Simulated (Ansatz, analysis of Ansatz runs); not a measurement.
# A hop of H in SrLa2S4 (I-42d), charge +1, part 3 of 3

Aim: the barrier of one jump in SrLa2S4 (I-42d) at charge +1: H turning about S. The model is a cell of 112 host atoms with 1 H put in; H is the atom that moves.

Ansatz 0.2.0; plane-wave PAW DFT, PBEsol; nudged elastic band between two relaxed defect structures at fixed charge in a uniform background.

So far, barrier forward (eV): step 4 (nudged elastic band, charge +1) 0.255.

## Step 5: Single point at the top of the path, PBEsol

A single point at the top of the band gives the levels near the gap and the populations there.

This step: plane-wave PAW DFT, PBEsol; single point of a defect supercell on a structure of the PBEsol path.

Contents of qp1_c112k1s.top.probe/input.yaml:

```yaml
crystal:
  lattice:
    - [-8.68134836, 8.68134836, 8.65211018]
    - [8.68134836, -8.68134836, 8.65211018]
    - [8.68134836, 8.68134836, -8.65211018]
  atoms:
    - { symbol: Sr, position: [0.24978696, 0.2495636, 0.0003161] }
    - { symbol: Sr, position: [0.12381578, 0.37361114, 0.2487318] }
[... 6 atom lines left out ...]
    - { symbol: S, position: [0.31891386, 0.36615825, 0.38024502] }
[... 5 atom lines left out ...]
    - { symbol: Sr, position: [0.24285417, 0.24606688, 0.49659123] }
[... 2 atom lines left out ...]
    - { symbol: La, position: [0.43445646, 0.497216, 0.81395582] }
[... 5 atom lines left out ...]
    - { symbol: S, position: [0.23868016, 0.44174623, 0.62437217] }
[... 1 atom line left out ...]
    - { symbol: S, position: [0.48211315, 0.4247082, 0.6289196] }
[... 20 atom lines left out ...]
    - { symbol: La, position: [0.36198526, 0.56625044, 0.55433731] }
[... 11 atom lines left out ...]
    - { symbol: La, position: [0.50316893, 0.30780262, 0.43499586] }
[... 12 atom lines left out ...]
    - { symbol: Sr, position: [0.63218626, 0.37440192, 0.75596897] }
[... 31 atom lines left out ...]
    - { symbol: La, position: [0.69855024, 0.63189398, 0.69115911] }
    - { symbol: S, position: [0.55699968, 0.67955006, 0.54795768] }
[... 6 atom lines left out ...]
    - { symbol: S, position: [0.55565607, 0.67763399, 0.7910649] }
    - { symbol: H, position: [0.50707922, 0.5254762, 0.63790287] }
total_charge: 1
basis:
  ecutwfc: 420
  xc_grid: 2
hamiltonian:
  xc: pbesol
kpoints:
  mp_grid: { grid: [1, 1, 1], shift: [0.25, 0.25, 0.25] }
scf:
  occupations: { method: fixed }
  max_iter: 120
output:
  forces: true
  eigenvalues: true
  eigenstates: { localisation: true }
  populations: true
  write_density: true
  write_potential: true
  volumetric_format: npy
  elf: true
checkpoint:
  write: "../qp1_c112k1s.top.probe.run"
  compress: false
  write_wavefunctions: false
  write_every: 100000
```

The run is started by

```
> ansatz run input.yaml --threads 32 --pin off --max-ram 84787MiB --backend cuda --events-out ev --progress --plain --runs-dir out --max-vram 78GiB
```

Numbers of over 12 decimals in the logs are rounded to 6 here.

Log:

```text
[...]
La: projections on atomic orbitals take those of the free atom [Kr 4d10] 4f0 5s2 5p6 5d1 6s2, of charge +0.00 (hamiltonian.pseudopotentials.projection_atoms); the dataset's partial waves leave at most 1.9e-5 of an orbital's norm unspanned inside its sphere
[...]
Crystal: 113 atoms, lattice volume = 2608.293 Å³
Basis set: ecut = 420 eV, 50805 PW (Γ), exchange–correlation on 216×216×216 points (8 copies of the dense FFT grid, shifted against one another)
Bands: 561, of which v1, the nominal top of the filled ones, is band 448 counted from 1 (447 counted from 0)
Symmetry: 1 space group operations
[...]
k-points: 1
[...]
SCF iter   1: F=—  HF=-309946.618404 eV  |F-HF|=—  |Δ(HF+E_count)|=         —  Δρ=5.56e-3  dr2=1.22e0  ethr=1.77e-3  ⟨swp⟩=6.0  Hψ=2301  notcnv=0  defer=108
[...]
SCF iter   7: F=—  HF=-309946.412334 eV  |F-HF|=—  |Δ(HF+E_count)|=   3.19e-7  Δρ=4.03e-6  dr2=9.99e-7  ethr=9.18e-10  ⟨swp⟩=2.0  Hψ=889  notcnv=0  defer=111
[...]
SCF 1 converged in 8 iterations: F = -309946.412334 eV  dr2 = 3.75e-8
[...]
SCF converged after 8 iterations
[...]
--- Löwdin populations: 113 sites ---
  site symbol       q [e]
     0     Sr      8.3591
     1     Sr      8.3581
  [... 6 atoms left out ...]
     8      S      6.5237
  [... 5 atoms left out ...]
    14     Sr      8.3619
  [... 2 atoms left out ...]
    17     La     10.6316
  [... 5 atoms left out ...]
    23      S      6.5052
  [... 1 atom left out ...]
    25      S      6.3003
  [... 20 atoms left out ...]
    46     La     10.6539
  [... 11 atoms left out ...]
    58     La     10.6154
  [... 44 atoms left out ...]
   103     La     10.6295
  [... 7 atoms left out ...]
   111      S      6.5443
   112      H      0.9035
  spilling = 0.006670 (of n_electrons = 896.000000)
```

Run time: 5.3 s. Hardware: 1 × NVIDIA GB200 with 32 threads of Arm Neoverse V2, shared host; peak memory 2.4 GiB; 38 s of CPU time.

Numbers from this step:

- free energy: -309946.4123 eV

From eigenstates.tsv, first k-point; energies on the run's zero. The participation number counts the atoms that a state is spread over, of 113; bands count from 0.

```
spin  band  energy (eV)  occupation  participation  largest share on  share
both   442        8.591        2.00           58.0               S41   0.04
both   443        8.598        2.00           60.5               S12   0.04
both   444        8.610        2.00           59.3               S54   0.05
both   445        8.619        2.00           60.3               S25   0.04
both   446        8.629        2.00           47.8               S68   0.06
both   447        8.632        2.00           52.9               S93   0.04
both   448       11.019        0.00           16.2             La104   0.14
both   449       11.229        0.00           37.8             La104   0.10
both   450       11.258        0.00           63.8              La73   0.03
both   451       11.274        0.00           66.7              La31   0.03
both   452       11.300        0.00           65.6              La33   0.03
```

Under PBEsol at one point at (¼, ¼, ¼), the highest filled state is spread over 53 of 113 atoms, and the lowest empty one, 2.39 eV above it, is spread over 16 of 113 atoms.

Valence electrons by atom (Löwdin), nearest atoms first, with the excess over far atoms of the same element, which can also hold differences between inequivalent host sites (the log counts sites from 0):

```
 atom  distance from the centre (Å)  electrons  excess
 H113                          0.64      0.903       -
  S26                          0.95      6.300  -0.196
 La47                          2.55     10.654   0.037
 S112                          2.80      6.544   0.048
   S9                          2.88      6.524   0.027
La104                          2.95     10.629   0.013
 La18                          3.21     10.632   0.015
 Sr15                          3.28      8.362   0.003
```

The distance between the highest filled and the lowest empty level goes from 2.57 eV at the start to 2.39 eV at the top.

## Step 6: Results

```
barrier forward                         : 0.25 eV (in doubt, see below)
barrier backward                        : 0.29 eV
end less start                          : -0.04 eV
hop length                              : 2.77 Å
band iterations, as the log counts them : 10
```

In words: The top of the band lies 0.25 eV above the start and 0.29 eV above the end. In at least one step between neighbouring images a covalent bond changes partner or an atom goes far. The images sample such a step coarsely, so the top may lie higher. For hydrogen, zero-point energy and tunnelling change the rate much, so no rate follows from this barrier alone. At the top H113 stands 1.38 Å from its nearest S, 0.22 Å closer than at the start. The order of the top as a saddle was not checked for all atoms, so a bent path could be lower. No image-charge correction is applied; it largely cancels along a path if the charge stays localised alike. Limits: one k-point off the zone centre stands for the whole zone; spin–orbit coupling, which can matter with heavy atoms, is left out.

[Logs are printed without paths, hosts, clocks, repeated set-up lines and the standing remarks that a program may print on its own settings, such as how far it seeks lower states.]

[Hosts, paths, dates, database ids (printed as entryN), source tags and the programs' standing remarks are cut or masked in the printed files.]
